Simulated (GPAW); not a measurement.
Records of electronic-structure calculations.

```
! title: InBi (honeycomb monolayer): one start, several treatments of the self-energy
! method: DFT, LDA, plane waves, PAW (and 3 further levels or steps)
! program: GPAW 26.7.0
! settings of one run: cutoff 450 eV, GPAW PAW setups 1.2.1 data release, 6×6×1 k-mesh, nbands 357
! cost: 4 runs, 7.3 min in all on 4 MPI ranks of Arm Neoverse V2, shared host (the runs of this entry)
! notes: The structure was relaxed with LDA. Limits: no spin-orbit coupling. Bands and cutoff are finite, so the gap is not at the basis limit. The miss can reach some tenths of an eV and take either sign; the mesh is an error of its own. The program warns of a poor linear fit in the extrapolation of some level, so the extrapolated values are rough. With atoms this heavy and so narrow a gap, spin-orbit coupling can invert the bands. These scalar-relativistic gaps are then model values, not to be set against experiment, and a spin-orbit change taken from DFT can’t simply be added.
! one-shot HSE06: 0.648 eV
! G0W0, extrapolated in the cutoff: 0.709 eV
! one-shot Hartree-Fock: 3.786 eV
! known limits: not at the basis limit; model gap, bands may invert with spin-orbit coupling; no spin-orbit coupling
CELL_PARAMETERS angstrom
4.65696 0.00000 0.00000
-2.32848 4.03304 0.00000
0.00000 0.00000 11.40000
ATOMIC_POSITIONS crystal
In 0.33333 0.66667 0.46432
Bi 0.66667 0.33333 0.53571
```

[Paths, hosts, dates, memory and timing lines, banners, echoed tables and standing remarks are left out of the program output.]

[Logs are printed without paths, hosts, clocks, repeated set-up lines and the standing remarks that a program may print on its own settings, such as how far it seeks lower states.]

[Runs of the session that timed out or met a known fault of the program may be left out.]

[Hosts, paths, dates, database ids (printed as entryN), source tags and the programs' standing remarks are cut or masked in the printed files.]
